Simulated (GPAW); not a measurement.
## MnO2 (P-3m1): the O K absorption edge

Aim: the near-edge shape at the O K edge of MnO2 (P-3m1), and what the core hole does to it.

Method: X-ray absorption from dipole matrix elements to empty bands, plane-wave PAW LDA+U, in GPAW 26.7.0.

## 1. Starting point

The structure is trigonal, space group P-3m1 (No. 164). The conventional cell has a = 2.857 Å, b = 2.857 Å, c = 4.601 Å, α = 90.00°, β = 90.00°, γ = 120.00°. Nearest to Mn lie 6 O at 1.90 Å. O has 3 Mn at 1.90 Å nearest. Farther neighbours and most contacts between anions are not listed.

As a file:

```cif
data_structure
_symmetry_space_group_name_H-M 'P-3m1'
_symmetry_Int_Tables_number 164
_cell_length_a 2.8566
_cell_length_b 2.8566
_cell_length_c 4.6014
_cell_angle_alpha 90.000
_cell_angle_beta 90.000
_cell_angle_gamma 120.000
_cell_volume 32.52
loop_
_atom_site_label
_atom_site_type_symbol
_atom_site_symmetry_multiplicity
_atom_site_Wyckoff_symbol
_atom_site_fract_x
_atom_site_fract_y
_atom_site_fract_z
_atom_site_occupancy
Mn1 Mn 1 b 0.00000 0.00000 0.50000 1
O1 O 2 d 0.33333 0.66667 0.70629 1
```

## 2. The field without a hole

A plain self-consistent run shows whether there is a gap and which moments survive; both decide the set-up of the core-hole run.

scf.py

```python
import numpy as np
from ase import Atoms
from ase.parallel import parprint, paropen
from gpaw import GPAW, PW, FermiDirac, Mixer, MixerDif, setup_paths
from gpaw.test import gen
setup_paths.insert(0, '.')
gen('O', name='nch1s', xcname='LDA', corehole=(1, 0, 0), write_xml=True)
from gpaw.mpi import world
world.barrier()

atoms = Atoms('MnO2',
    cell=[[2.85657818, 0, 0],
     [-1.42828909, 2.47386927, 0],
     [0, 0, 4.60137406]],
    scaled_positions=[[0, 0, 0.5],
     [0.33333333, 0.66666667, 0.70629257],
     [0.66666667, 0.33333333, 0.29370743]],
    magmoms=[4.0, 0.0, 0.0],
    pbc=True)
atoms.calc = calc = GPAW(legacy_gpaw=True, mode=PW(500, force_complex_dtype=True), xc='LDA', setups={'Mn': ':d,3.9', 1: 'nch1s'},
    kpts={'size': (10, 10, 6), 'gamma': True}, occupations=FermiDirac(0.05),
    charge=0, mixer=MixerDif(0.05, 8, 50), maxiter=150,
    convergence={'density': 0.0001, 'eigenstates': 1e-6}, txt='scf.txt')
energy = atoms.get_potential_energy() + calc.get_reference_energy()
ef = calc.get_fermi_level()
out = dict(energy=energy, fermi=ef, forces=atoms.get_forces().tolist(), magmoms=atoms.get_magnetic_moments().tolist())
parprint(f'all-electron energy {energy:.4f} eV, Fermi level {ef:.4f} eV')
ev = np.array([[calc.get_eigenvalues(k, s) for k in range(len(calc.get_ibz_k_points()))] for s in range(calc.get_number_of_spins())])
out['homo'], out['lumo'], out['counts'] = ev[ev < ef].max(), ev[ev > ef].min(), sorted(set((ev < ef).sum((0, 2)).tolist()))
out['filled'] = (ev[:, 0] < ef).sum(1).tolist()
import json
with paropen('out.json', 'w') as f:
    json.dump(out, f)
```

The run is started by

```console
$ OMP_NUM_THREADS=1 mpirun -n 4 gpaw python scf.py
```

Numbers of over 12 decimals in the logs are rounded to 6 here.

Output:

```text
Input parameters:
  convergence: {density: 0.0001,
                eigenstates: 1e-06}
  kpts: {gamma: True,
         size: (10, 10, 6)}
  maxiter: 150
  mixer: {backend: pulay,
          beta: 0.05,
          method: difference,
          nmaxold: 8,
          weight: 50}
  mode: {ecut: 500.0,
         force_complex_dtype: True,
         name: pw}
  occupations: {fixmagmom: False,
                name: fermi-dirac,
                width: 0.05}
  setups: {1: nch1s,
           Mn: :d,3.9}

Initialize ...

[... PAW data sets ...]

Reference energy: -35511.288111  # eV

Spin-polarized calculation.
Initial magnetic moment: 4.000000

[... convergence settings ...]
Symmetries present (total): 6
  [... symmetry matrices ...]

600 k-points: 10 x 10 x 6 Monkhorst-Pack grid + [1/20,1/20,1/12]
72 k-points in the irreducible part of the Brillouin zone
       k-points in crystal coordinates                weights
   0:     0.00000000    0.00000000    0.00000000          1/600
   1:     0.00000000    0.00000000    0.16666667          2/600
   2:     0.00000000    0.00000000    0.33333333          2/600
   3:     0.00000000    0.00000000    0.50000000          1/600
   4:     0.10000000    0.00000000   -0.33333333          6/600
   5:     0.10000000    0.00000000   -0.16666667          6/600
   6:     0.10000000    0.00000000    0.00000000          6/600
   7:     0.10000000    0.00000000    0.16666667          6/600
   8:     0.10000000    0.00000000    0.33333333          6/600
   9:     0.10000000    0.00000000    0.50000000          6/600
          ...
  71:     0.50000000    0.50000000    0.50000000          3/600

Wave functions: Plane wave expansion
  Cutoff energy: 500.000 eV
  Number of coefficients (min, max): 810, 838
  Pulay-stress correction: 0.000000 eV/Ang^3 (de/decut=0.000000)
  Using FFTW library
  Wavefunction extrapolation:
    Improved wavefunction reuse through dual PAW basis

Occupation numbers: Fermi-Dirac:
  width: 0.0500  # eV

Eigensolver
   Davidson(niter=2)

Densities:
  Coarse grid: 15*15*24 grid
  Fine grid: 30*30*48 grid
  Total Charge: 0.000000

Density mixing:
  Method: difference
  Backend: pulay
  Linear mixing parameter: 0.05
  old densities: 8
  Width of damping distribution: 1.1
  Damping of long wavelength oscillations: 50

[... Hamiltonian set-up ...]
Number of atoms: 3
Number of atomic orbitals: 21
Number of bands in calculation: 21
Number of valence electrons: 27
Bands to converge: occupied

... initialized

Initializing position-dependent things.

Density initialized from atomic densities
Creating initial wave functions:
  21 bands from LCAO basis set

        O

       Mn
           O

Atomic positions and initial magnetic moments

Positions:
   0 Mn     0.000000    0.000000    2.300687    ( 0.0000,  0.0000,  4.0000)
   1 O     -0.000000    1.649246    3.249916    ( 0.0000,  0.0000,  0.0000)
   2 O      1.428289    0.824623    1.351458    ( 0.0000,  0.0000,  0.0000)

Unit cell:
           periodic     x           y           z      points  spacing
  1. axis:    yes    2.856578    0.000000    0.000000    15     0.1649
  2. axis:    yes   -1.428289    2.473869    0.000000    15     0.1649
  3. axis:    yes    0.000000    0.000000    4.601374    24     0.1917

  Lengths:   2.856578   2.856578   4.601374
  Angles:   90.000000  90.000000 120.000000

Effective grid spacing dv^(1/3) = 0.1819

iter:   1   -25.781667                   +4.0018
iter:   2   -25.710992   -1.09  -1.11    +3.3005
iter:   3   -24.684919   -0.88  -1.16    +3.0175
iter:   4   -24.491239   -2.84  -1.52    +2.9995
iter:   5   -24.854460   -1.58  -1.51    +2.9986
iter:   6   -24.381209   -1.81  -1.45    +2.9998
iter:   7   -24.400861   -2.41  -2.13    +3.0001
iter:   8   -24.361982   -2.95  -2.11    +3.0000
iter:   9   -24.362109   -4.68  -3.29    +3.0000
iter:  10   -24.362550c  -4.85  -3.36    +3.0000
iter:  11   -24.362410c  -5.02  -3.18    +3.0000
iter:  12   -24.362429c  -6.24c -3.93    +3.0000
iter:  13   -24.362410c  -6.14c -3.84    +3.0000
iter:  14   -24.362411c  -7.05c -4.36c   +3.0000

Converged after 14 iterations.

Dipole moment: (-0.000000, 0.000000, 0.000000) |e|*Ang

Total magnetic moment: (0.000000, 0.000000, 3.000000)
Local magnetic moments:
   0 Mn ( 0.000000,  0.000000,  3.118104)
   1 O  ( 0.000000,  0.000000, -0.060680)
   2 O  ( 0.000000,  0.000000, -0.060680)

Energy contributions relative to reference atoms: (reference = -35511.288111)

Kinetic:        +18.909540
Potential:      -19.511114
External:        +0.000000
XC:             -23.810560
Entropy (-ST):   -0.000000
Local:           +0.049723
SIC:             +0.000000
--------------------------
Free energy:    -24.362411
Extrapolated:   -24.362411

Spin contamination: 0.203912 electrons
Showing only first 2 kpts
                      Up                     Down
 Kpt  Band  Eigenvalues  Occupancy  Eigenvalues  Occupancy
  0    11      2.13069    1.00000      2.62311    1.00000
  0    12      2.42064    1.00000      5.91058    0.00000
  0    13      2.42065    1.00000      5.91157    0.00000
  0    14      2.70296    1.00000      7.39870    0.00000

  1    11      1.93139    1.00000      2.32637    1.00000
  1    12      2.41426    1.00000      5.90831    0.00000
  1    13      2.41427    1.00000      5.90930    0.00000
  1    14      2.71221    1.00000      7.42059    0.00000

Fermi level: 4.02899

Gap: 1.930 eV
Transition (v -> c):
  (s=0, k=15, n=14, [0.20, 0.00, -0.17]) -> (s=0, k=26, n=15, [0.30, 0.00, -0.33])
Direct/indirect transitions are different
Direct gap: 2.131 eV
Transition at: (s=0, k=26, n=14, [0.30, 0.00, -0.33])

Forces in eV/Ang:
  0 Mn    0.00000   -0.00000   -0.00000
  1 O     0.00000    0.00000   -0.19466
  2 O     0.00000   -0.00000    0.19466
Scalar-relativistic atomic LDA calculation for O (Oxygen, Z=8)
Core hole in 1s state (1s occupation: 2.0)
300 radial gridpoints.
|------------------------------------------------|
|------------------------------------------------|
[... the atom generator's iteration count ...]

Energy contributions:
-------------------------
Kinetic:      +74.266897
XC:            -7.772280
Potential:   -141.018865
-------------------------
Total:        -74.524248

state      eigenvalue         ekin         rmax
-----------------------------------------------
1s^2.0 :   -18.772897    28.821965        0.130
2s^2.0 :    -0.872866     3.204810        0.874
2p^4.0 :    -0.337925     2.553337        0.813
-----------------------------------------------
(units: Bohr and Hartree)

Generating PAW setup
Kinetic energy of the core from tauc = 57.689706
Cutoffs:
rc(s)=1.300
rc(p)=1.130
rc(d)=1.170
rc(vbar)=1.300
rc(comp)=1.260
rc(nct)=1.300

Kinetic energy of the core states: 57.643930
Charge: 0.0
Core electrons: 2.0
Valence electrons: 6.0
Pseudo-core charge: 0.000776
Shape function alpha=6.299
Pseudo-electron charge 5.666261
state    eigenvalue         norm
--------------------------------
2s(2) :    -0.872866     1.079797
*s    :     0.127134
2p(4) :    -0.337925     0.876472
*p    :     0.662075
*d    :     0.000000
--------------------------------

Diagonalizing with gridspacing h=0.050

state   all-electron     PAW
-------------------------------
2s:      -0.872866    -0.873954
2p:      -0.337925    -0.341740
*d:                    0.050276
*f:                    0.077289
-------------------------------
all-electron energy -35535.6505 eV, Fermi level 4.0290 eV
```

Elapsed: 12 s, on 4 MPI ranks of Intel Xeon Platinum 8488C (Sapphire Rapids), shared host; peak memory 0.2 GiB.

The mesh shows a gap of 1.93 eV, so the hole is first treated in a charged cell, without the excited electron.

Site moments (μB): 3.12, -0.06, -0.06.

## 3. Spectrum without a core hole, O atom 2

Without a hole the spectrum is the empty density of states of the right symmetry on the absorber, weighted by matrix elements. It needs only the small cell and serves as the baseline. The data set with a hole of occupation 0 only carries the core orbital.

The absorber has 3 Mn at 1.90 Å (pyramidal, site symmetry 3m).

xas.py

```python
import numpy as np
from ase import Atoms
from ase.parallel import parprint, paropen
from gpaw import GPAW, PW, FermiDirac, Mixer, MixerDif, setup_paths
from gpaw.test import gen
setup_paths.insert(0, '.')
gen('O', name='nch1s', xcname='LDA', corehole=(1, 0, 0), write_xml=True)
from gpaw.mpi import world
world.barrier()

atoms = Atoms('MnO2',
    cell=[[2.85657818, 0, 0],
     [-1.42828909, 2.47386927, 0],
     [0, 0, 4.60137406]],
    scaled_positions=[[0, 0, 0.5],
     [0.33333333, 0.66666667, 0.70629257],
     [0.66666667, 0.33333333, 0.29370743]],
    magmoms=[4.0, 0.0, 0.0],
    pbc=True)
atoms.calc = calc = GPAW(legacy_gpaw=True, mode=PW(500, force_complex_dtype=True), xc='LDA', setups={'Mn': ':d,3.9', 1: 'nch1s'},
    kpts={'size': (10, 10, 6), 'gamma': True}, occupations=FermiDirac(0.02),
    charge=0, mixer=MixerDif(0.05, 8, 50), maxiter=150,
    convergence={'density': 0.0001, 'eigenstates': 1e-6}, txt='scf.txt')
energy = atoms.get_potential_energy() + calc.get_reference_energy()
ef = calc.get_fermi_level()
out = dict(energy=energy, fermi=ef, forces=atoms.get_forces().tolist(), magmoms=atoms.get_magnetic_moments().tolist())
parprint(f'all-electron energy {energy:.4f} eV, Fermi level {ef:.4f} eV')
ev = np.array([[calc.get_eigenvalues(k, s) for k in range(len(calc.get_ibz_k_points()))] for s in range(calc.get_number_of_spins())])
out['homo'], out['lumo'], out['counts'] = ev[ev < ef].max(), ev[ev > ef].min(), sorted(set((ev < ef).sum((0, 2)).tolist()))
out['filled'] = (ev[:, 0] < ef).sum(1).tolist()

from ase.units import Ha
from gpaw.xas import dipole_matrix_elements
nb = int(calc.get_number_of_electrons() / 2) + 28
top = nb
nscf = calc.fixed_density(kpts={'size': (7, 7, 4), 'gamma': True},
    convergence={'eigenstates': 1.0}, txt='nscf.txt')
nscf.diagonalize_full_hamiltonian(nbands=nb)
cell = atoms.cell.array
ops = [cell.T @ U.T @ np.linalg.inv(cell.T) for U in nscf.wfs.kd.symmetry.op_scc]
filled = [15, 12]  # bands filled in the ground state, by spin
E = np.arange(-25, 34, 0.1)
fwhm = np.interp(E, [4, 25], [0.9, 3.5])
Y, X, zero, highest = 0, 0, 1e9, 1e9
for spin in range(nscf.get_number_of_spins()):
    wfs = nscf.wfs
    mine = wfs.bd.get_slice()  # this rank's bands
    A = dipole_matrix_elements(wfs.setups[1])
    eps = np.zeros((wfs.kd.nibzkpts, nb))
    d = np.zeros((3, A.shape[1], wfs.kd.nibzkpts, nb), complex)
    for kpt in wfs.kpt_u:
        if kpt.s == spin and 1 in kpt.P_ani:
            eps[kpt.k, mine] = kpt.eps_n * Ha
            d[:, :, kpt.k, mine] = (kpt.weight * wfs.nspins / 2) ** 0.5 * np.inner(A, kpt.P_ani[1])
    world.sum(eps)
    world.sum(d)
    T = np.einsum('amkn,bmkn->abkn', d, d.conj()).real
    T = sum(np.einsum('ai,ijkn,bj->abkn', R, T, R) for R in ops) / len(ops)
    empty = np.ones_like(eps, bool) & (np.arange(nb) >= filled[spin])
    zero, highest = min(zero, eps[empty].min()), min(highest, eps[:, top - 1].min())
    lines = [(eps, T, empty)] if spin == 0 else lines + [(eps, T, empty)]
for eps, T, empty in lines:
    f = np.einsum('aakn->akn', T).reshape(3, -1)
    x = eps.ravel() - zero
    w = np.interp(x, E, fwhm) / 2.35482
    g = np.exp(-0.5 * ((E[:, None] - x) / w) ** 2) / (w * (2 * np.pi) ** 0.5)
    Y = Y + (f * empty.ravel()) @ g.T
    X = X + (f * ~empty.ravel()) @ g.T
out.update(E=E.round(2).tolist(), xas=Y.tolist(), xes=X.tolist(), zero=zero, valid=highest - zero, nk=len(eps), nb=nb)
for i in range(0, len(E), 10):
    parprint(f'{E[i]:7.2f}', *(f'{v:10.3e}' for v in Y[:, i]))
import json
with paropen('out.json', 'w') as f:
    json.dump(out, f)
```

The run is started by

```console
$ OMP_NUM_THREADS=1 mpirun -n 4 gpaw python xas.py
```

Output:

```text
Input parameters:
  convergence: {density: 0.0001,
                eigenstates: 1e-06}
  kpts: {gamma: True,
         size: (10, 10, 6)}
  maxiter: 150
  mixer: {backend: pulay,
          beta: 0.05,
          method: difference,
          nmaxold: 8,
          weight: 50}
  mode: {ecut: 500.0,
         force_complex_dtype: True,
         name: pw}
  occupations: {fixmagmom: False,
                name: fermi-dirac,
[...]
2s:      -0.872866    -0.873954
2p:      -0.337925    -0.341740
*d:                    0.050276
*f:                    0.077289
-------------------------------
all-electron energy -35535.6505 eV, Fermi level 3.7047 eV
 -25.00 2.982e-252 2.982e-252 1.107e-251
 -24.00 1.667e-242 1.667e-242 6.217e-242
 -23.00 5.939e-233 5.939e-233 2.225e-232
 -22.00 1.350e-223 1.350e-223 5.075e-223
[...]
32.00  1.235e-04  1.235e-04  8.967e-05
  33.00  1.540e-04  1.540e-04  8.315e-05
[key lines of the parts left out:]
Converged after 14 iterations.
Dipole moment: (-0.000000, 0.000000, 0.000000) |e|*Ang
Free energy:    -24.362411
Fermi level: 3.70468
```

Elapsed: 26 s, on 4 MPI ranks; peak memory 0.3 GiB.

The O K spectrum, O atom 2, no core hole (energy from the lowest empty level; intensity scaled to a mean of 1 over the first 20 eV; polarised curves are means over the symmetry-equivalent atoms):

```
E (eV)  isotropic  ε ⊥ c  ε ∥ c
  -2.0       0.00   0.00   0.00
  -1.5       0.00   0.00   0.00
  -1.0       0.00   0.00   0.00
  -0.5       0.08   0.06   0.12
   0.0       0.77   0.57   1.17
   0.5       2.51   2.16   3.21
   1.0       3.23   3.53   2.62
   1.5       2.13   2.51   1.36
   2.0       1.10   1.00   1.30
   2.5       0.85   0.62   1.30
   3.0       1.71   1.69   1.74
   3.5       1.93   2.32   1.15
   4.0       0.65   0.89   0.18
   4.5       0.06   0.08   0.01
   5.0       0.00   0.00   0.00
   5.5       0.00   0.00   0.00
   6.0       0.02   0.02   0.02
   6.5       0.06   0.05   0.06
   7.0       0.11   0.10   0.14
   7.5       0.20   0.19   0.24
   8.0       0.34   0.32   0.39
   8.5       0.49   0.46   0.56
   9.0       0.63   0.61   0.67
   9.5       0.74   0.77   0.69
  10.0       0.83   0.91   0.66
  10.5       0.89   1.00   0.66
  11.0       0.97   1.11   0.70
  11.5       1.08   1.23   0.79
  12.0       1.22   1.35   0.94
  12.5       1.38   1.49   1.16
  13.0       1.56   1.65   1.38
  13.5       1.73   1.84   1.53
  14.0       1.84   1.98   1.55
  14.5       1.82   1.98   1.50
  15.0       1.67   1.80   1.43
  15.5       1.45   1.48   1.39
  16.0       1.21   1.15   1.34
  16.5       1.01   0.88   1.26
  17.0       0.84   0.69   1.12
  17.5       0.70   0.58   0.94
  18.0       0.60   0.53   0.75
  18.5       0.55   0.53   0.60
  19.0       0.53   0.55   0.48
  19.5       0.53   0.59   0.40
  20.0       0.53   0.62   0.36
  20.5       0.54   0.64   0.33
  21.0       0.53   0.63   0.34
  21.5       0.53   0.61   0.36
  22.0       0.51   0.56   0.42
  22.5       0.50   0.49   0.50
  23.0       0.48   0.43   0.59
  23.5       0.47   0.37   0.67
  24.0       0.47   0.33   0.75
  24.5       0.48   0.31   0.80
  25.0       0.48   0.31   0.82
  25.5       0.48   0.31   0.82
  26.0       0.47   0.31   0.79
  26.5       0.46   0.32   0.74
  27.0       0.45   0.32   0.70
  27.5       0.44   0.33   0.66
  28.0       0.43   0.33   0.63
  28.5       0.43   0.34   0.62
  29.0       0.44   0.36   0.61
  29.5       0.46   0.38   0.61
  30.0       0.48   0.41   0.60
  30.5       0.50   0.46   0.58
  31.0       0.52   0.51   0.55
  31.5       0.55   0.58   0.51
  32.0       0.59   0.65   0.47
```

Main maxima below 24 eV (height): 0.9 eV (3.27), 3.3 eV (2.11) and 14.2 eV (1.84). A K edge sees empty p states; the first features are O p mixed into the empty d states of the Mn neighbours, and the broad ones above probably into the cations' higher empty bands.

The same matrix elements for filled bands give the O K emission of O atom 2 (ground-state approximation; energy from the lowest empty level, largest value 1):

```
E (eV)  emission
-24.00      0.00
-23.25      0.00
-22.50      0.00
-21.75      0.00
-21.00      0.00
-20.25      0.00
-19.50      0.01
-18.75      0.01
-18.00      0.00
-17.25      0.00
-16.50      0.00
-15.75      0.00
-15.00      0.00
-14.25      0.00
-13.50      0.00
-12.75      0.00
-12.00      0.00
-11.25      0.00
-10.50      0.00
 -9.75      0.00
 -9.00      0.05
 -8.25      0.14
 -7.50      0.25
 -6.75      0.51
 -6.00      0.74
 -5.25      0.58
 -4.50      0.68
 -3.75      0.89
 -3.00      1.00
 -2.25      0.64
 -1.50      0.08
 -0.75      0.00
  0.00      0.00
  0.75      0.00
  1.50      0.00
  2.25      0.00
  3.00      0.00
```

Emission maxima: -6.0 eV (0.74) and -2.8 eV (1.00).

## 4. Reference energy of the supercell

The photon energy needs a difference of total energies, so the cell and mesh of the coming hole run are first run without a hole.

scf.py, as its differences from that of step 2:

```diff
@@ -10,13 +10,22 @@
 
-atoms = Atoms('MnO2',
-    cell=[[2.85657818, 0, 0],
-     [-1.42828909, 2.47386927, 0],
-     [0, 0, 4.60137406]],
-    scaled_positions=[[0, 0, 0.5],
-     [0.33333333, 0.66666667, 0.70629257],
-     [0.66666667, 0.33333333, 0.29370743]],
-    magmoms=[4.0, 0.0, 0.0],
+atoms = Atoms('Mn4O8',
+    cell=[[-1.42828909, -2.47386927, -4.60137406],
+     [1.42828909, 2.47386927, -4.60137406],
+     [5.71315636, 0, 0]],
+    scaled_positions=[[0.75, 0.75, 0],
+     [0.25, 0.25, 0],
+     [0.75, 0.75, 0.5],
+     [0.25, 0.25, 0.5],
+     [0.31352038, 0.98018705, 0.83333333],
+     [0.81352038, 0.48018705, 0.83333333],
+     [0.31352038, 0.98018705, 0.33333333],
+     [0.81352038, 0.48018705, 0.33333333],
+     [0.68647962, 0.01981295, 0.16666667],
+     [0.18647962, 0.51981295, 0.16666667],
+     [0.68647962, 0.01981295, 0.66666667],
+     [0.18647962, 0.51981295, 0.66666667]],
+    magmoms=[4.0, 4.0, 4.0, 4.0, 0.0, 0.0, 0.0, 0.0, 0.0, 0.0, 0.0, 0.0],
     pbc=True)
-atoms.calc = calc = GPAW(legacy_gpaw=True, mode=PW(500, force_complex_dtype=True), xc='LDA', setups={'Mn': ':d,3.9', 1: 'nch1s'},
-    kpts={'size': (10, 10, 6), 'gamma': True}, occupations=FermiDirac(0.05),
+atoms.calc = calc = GPAW(legacy_gpaw=True, mode=PW(500, force_complex_dtype=True), xc='LDA', setups={'Mn': ':d,3.9', 4: 'nch1s'},
+    kpts={'size': (3, 3, 3), 'gamma': True}, occupations=FermiDirac(0.02),
     charge=0, mixer=MixerDif(0.05, 8, 50), maxiter=150,
```

The run is started by

```console
$ OMP_NUM_THREADS=1 mpirun -n 4 gpaw python scf.py
```

Output:

```text
Input parameters:
  convergence: {density: 0.0001,
                eigenstates: 1e-06}
  kpts: {gamma: True,
         size: (3, 3, 3)}
  maxiter: 150
  mixer: {backend: pulay,
          beta: 0.05,
          method: difference,
          nmaxold: 8,
          weight: 50}
  mode: {ecut: 500.0,
         force_complex_dtype: True,
         name: pw}
  occupations: {fixmagmom: False,
                name: fermi-dirac,
[...]
2s(2) :    -0.872866     1.079797
*s    :     0.127134
2p(4) :    -0.337925     0.876472
*p    :     0.662075
*d    :     0.000000
--------------------------------

Diagonalizing with gridspacing h=0.050

state   all-electron     PAW
-------------------------------
2s:      -0.872866    -0.873954
2p:      -0.337925    -0.341740
*d:                    0.050276
*f:                    0.077289
-------------------------------
all-electron energy -142142.6032 eV, Fermi level 3.7085 eV
[key lines of the parts left out:]
Converged after 22 iterations.
Dipole moment: (0.000000, -0.000000, -0.000000) |e|*Ang
Free energy:    -97.450720
Fermi level: 3.70853
```

Elapsed: 68 s, on 4 MPI ranks; peak memory 0.37 GiB; 4.5 min of CPU time.

Reference energy: -142142.603 eV with the cores included.

(Part 1 of 3 ends here.)

[Banner, clock and machine lines of the logs are left out without a mark of their own.]

[Logs are printed without paths, hosts, clocks, repeated set-up lines and the standing remarks that a program may print on its own settings, such as how far it seeks lower states.]

[Hosts, paths, dates, database ids (printed as entryN), source tags and the programs' standing remarks are cut or masked in the printed files.]

[Lists of maxima count a maximum above −3 eV only where it reaches 4 % of the highest in the window and stands out from its surroundings by 2 % of it (1.5 % where it reaches 55 %); shoulders and weaker maxima are passed over, and of the rest the first, up to two pre-edge ones and the few strongest are named.]
